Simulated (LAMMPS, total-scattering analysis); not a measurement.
# diamond-type solid solution (Ge0.33,Si0.67) on heating

The crystal is built from its structure type, relaxed with the potential and heated at zero pressure by classical molecular dynamics (LAMMPS) with the Tersoff potential (Tersoff, Phys. Rev. B 39, 5566 (1989)); 512 atoms (Ge 33.0, Si 67.0 atom %). Uiso is the variance of an atom's position about its mean, per direction. The dynamics are classical, so there is no zero-point motion. Distances and their variances come from the pair functions; G(r) = 4πrρ₀[g(r) − 1], where it appears, has X-ray or neutron weights and the resolution of a Lorch transform up to 30 Å⁻¹. All values are simulated. Tersoff's Si and Ge melt far above the real elements.

A short relaxation of cell and atoms comes first; the barostat, one for each edge, then takes the cell to the potential's own size.

cell.lmp:

```
diamond-type solid solution (Ge0.33,Si0.67)

512 atoms
2 atom types

0 22.64000 xlo xhi
0 22.64000 ylo yhi
0 22.64000 zlo zhi

Masses

1 72.6300  # Ge
2 28.0850  # Si

Atoms # atomic

1 1 2.83000 0.00000 2.83000
2 1 4.24500 1.41500 4.24500
3 1 1.41500 1.41500 1.41500
4 1 1.41500 4.24500 4.24500
5 1 1.41500 1.41500 7.07500
6 1 4.24500 4.24500 12.73500
7 1 4.24500 1.41500 21.22500
8 1 1.41500 1.41500 18.39500
9 1 1.41500 4.24500 21.22500
10 1 2.83000 8.49000 0.00000
11 1 2.83000 5.66000 2.83000
12 1 4.24500 9.90500 1.41500
13 1 0.00000 8.49000 8.49000
14 1 1.41500 9.90500 9.90500
15 1 0.00000 8.49000 14.15000
16 1 1.41500 9.90500 15.56500
17 1 0.00000 5.66000 16.98000
18 1 2.83000 8.49000 16.98000
19 1 1.41500 7.07500 18.39500
20 1 2.83000 11.32000 2.83000
21 1 0.00000 11.32000 5.66000
22 1 4.24500 15.56500 7.07500
23 1 0.00000 11.32000 11.32000
24 1 0.00000 14.15000 14.15000
25 1 4.24500 12.73500 15.56500
26 1 1.41500 12.73500 12.73500
27 1 4.24500 12.73500 21.22500
28 1 1.41500 12.73500 18.39500
29 1 4.24500 15.56500 18.39500
30 1 4.24500 18.39500 4.24500
31 1 1.41500 18.39500 1.41500
32 1 0.00000 19.81000 8.49000
33 1 2.83000 19.81000 5.66000
34 1 4.24500 21.22500 7.07500
35 1 0.00000 16.98000 11.32000
36 1 2.83000 16.98000 14.15000
37 1 1.41500 18.39500 12.73500
38 1 4.24500 21.22500 12.73500
39 1 0.00000 16.98000 16.98000
40 1 1.41500 18.39500 18.39500
41 1 5.66000 0.00000 0.00000
42 1 9.90500 4.24500 1.41500
43 1 5.66000 0.00000 5.66000
44 1 5.66000 2.83000 8.49000
[... further atoms left out ...]
```

The input, in.lmp:

```
# heating of diamond-type solid solution (Ge0.33,Si0.67)
units metal
atom_style atomic
boundary p p p
read_data cell.lmp
replicate 1 1 1
pair_style tersoff
pair_coeff * * SiCGe.tersoff Ge Si(D)
neigh_modify delay 0 every 1 check yes
thermo_style custom step time temp pe press density lx ly lz
thermo_modify norm yes
timestep 0.001
thermo 100
fix br all box/relax aniso 0.0
minimize 1e-8 1e-6 500 5000
unfix br
reset_timestep 0
velocity all create 200 5544 mom yes dist gaussian
thermo 1500
fix md all npt temp 100 100 0.1 aniso 0 0 1
run 3000 post no
unfix md
print "== production at 100 K"
dump d all custom 200 s0.traj id type xu yu zu
dump_modify d sort id format float %.3f
thermo 125
fix md all npt temp 100 100 0.1 aniso 0 0 1
run 5000 post no
unfix md
undump d
[... 4 more blocks of the same form, at 300 K, 1250 K, 1620 K and 2300 K ...]
thermo 1000
fix md all npt temp 2300 3250 0.1 aniso 0 0 1
run 2000 post no
unfix md
thermo 1500
fix md all npt temp 3250 3250 0.1 aniso 0 0 1
run 3000 post no
unfix md
print "== production at 3250 K"
dump d all custom 200 s5.traj id type xu yu zu
dump_modify d sort id format float %.3f
thermo 125
fix md all npt temp 3250 3250 0.1 aniso 0 0 1
run 5000 post no
unfix md
undump d
```

```console
$ lmp -in in.lmp -log none -nocite
```

```text
[a thinned log: between the lines shown up to 5 are left out unmarked, longer gaps are marked]
LAMMPS (22 Jul 2025 - Update 4)
Reading data file ...
  orthogonal box = (0 0 0) to (22.64 22.64 22.64)
  512 atoms
  orthogonal box = (0 0 0) to (22.64 22.64 22.64)
  512 atoms
WARNING: Energy due to 3 extra global DOFs will be included in minimizer energies
   Step          Time           Temp          PotEng         Press         Density           Lx             Ly             Lz
         0   0              0             -4.3208352     -62547.121      3.1348379      22.64          22.64          22.64
       100   0.1            0             -4.3430712     -42696.609      3.2307958      22.4136        22.4136        22.4136
       200   0.2            0             -4.3560334     -19569.929      3.3307102      22.1872        22.1872        22.1872
       300   0.3            0             -4.3596205     -172.45702      3.4073059      22.019725      22.019596      22.019731
       400   0.4            0             -4.3621723      150.79332      3.4093599      22.015521      22.01467       22.015592
       500   0.5            0             -4.3632382      75.566954      3.4093597      22.015633      22.014387      22.015764
[... 12 lines left out ...]
== production at 100 K (one thermo line in eight is kept)
      3000   3              97.910776     -4.3533276     -922.06602      3.3987875      22.044009      22.016713      22.053488
[... 13 lines left out ...]
     10500   10.5           295.44914     -4.3251939     -125.10545      3.385941       22.067098      22.077134      22.053476
== production at 300 K (one thermo line in eight is kept)
[... 9 lines left out ...]
     18000   18             299.66726     -4.3289188     -323.1859       3.3873852      22.104237      22.058451      22.025674
[... 9 lines left out ...]
== production at 1250 K (one thermo line in eight is kept)
     25000   25             1354.9044     -4.187276       6924.3486      3.3399149      22.173396      22.163451      22.163552
[... 14 lines left out ...]
== production at 1620 K (one thermo line in eight is kept)
[... 19 lines left out ...]
== production at 2300 K (one thermo line in eight is kept)
[... 6 lines left out ...]
     48000   48             2186.8171     -4.0662675     -11316.979      3.2457         22.414633      22.358475      22.364653
[... 10 lines left out ...]
     53000   53             3362.4269     -3.9199044     -4056.849       3.2554126      22.410277      22.26421       22.396688
Loop time of 2.39766 s on 1 MPI rank(s) for 3000 steps with 512 atoms
== production at 3250 K (one thermo line in eight is kept)
   Step          Time           Temp          PotEng         Press         Density           Lx             Ly             Lz
     53000   53             3362.4269     -3.9199044     -4056.849       3.2554126      22.410277      22.26421       22.396688
     54000   54             3213.9441     -3.9304787      970.76024      3.2800225      22.305003      22.331796      22.265969
     55000   55             3239.9961     -3.9003449      10692.456      3.3117163      22.000733      22.558395      22.133285
     56000   56             3221.1273     -3.9182361      1785.5286      3.2803446      22.298124      22.231814      22.370807
     57000   57             3274.2444     -3.9469231     -5810.2389      3.2526458      22.581854      22.078451      22.432588
     58000   58             3156.0948     -3.8808521     -14431.9        3.237058       22.35192       22.507753      22.338134
Loop time of 3.93387 s on 1 MPI rank(s) for 5000 steps with 512 atoms
```

It took 44 s on 1 thread of Intel(R) Xeon(R) Platinum 8488C (Sapphire Rapids) (shared host), peak memory 0.11 GiB.

```
T (K)        state  cell edges (Å)  Uiso Ge (Å²)  Uiso Si (Å²)  Si–Si mean (Å)  its variance (Å²)  density (g/cm³)
  100  crystalline           5.508        0.0011        0.0013           2.363             0.0009            3.401
  300  crystalline           5.516        0.0036        0.0040           2.367             0.0026            3.387
 1250  crystalline           5.554        0.0168        0.0182           2.391             0.0117            3.318
 1620  crystalline           5.561        0.0255        0.0254           2.398             0.0139            3.304
 2300  crystalline           5.573        0.0382        0.0380           2.410             0.0193            3.284
 3250  crystalline           5.582        0.0562        0.0584           2.424             0.0258            3.268
```

In the harmonic range U = 3ħ²T/(M k θ²), a line through the origin. The rows at 100 and 300 K give, as effective values by element: Ge 1.20×10⁻⁵ Å²/K, θ = 409 K; Si 1.32×10⁻⁵ Å²/K, θ = 626 K. At 300 K the first Si–Si peak has variance 0.0026 Å², against 0.0080 Å² for independent atoms: neighbours move together (and where motion is anisotropic, less along the bond than Uiso suggests), which is what the δ₁ term models in PDF fits at high temperature. In a solid solution the peak also holds static size disorder, which Uiso about each atom's own mean leaves out. The mean volume expansion between 100 and 3250 K is 13×10⁻⁶ K⁻¹. At 3250 K, B = 8π²U = 4.61 Å² for Si, which damps this element's own term in Bragg intensity at Q = 6 Å⁻¹ to 12 %, and √(3U) is 0.18 of its nearest peak distance (Si–Si, 2.38 Å). It is still a crystal at the highest temperature; were that near melting it would prove little, since a surface-free periodic cell held so briefly superheats.

[Logs are printed without paths, hosts, clocks, repeated set-up lines and the standing remarks that a program may print on its own settings, such as how far it seeks lower states.]
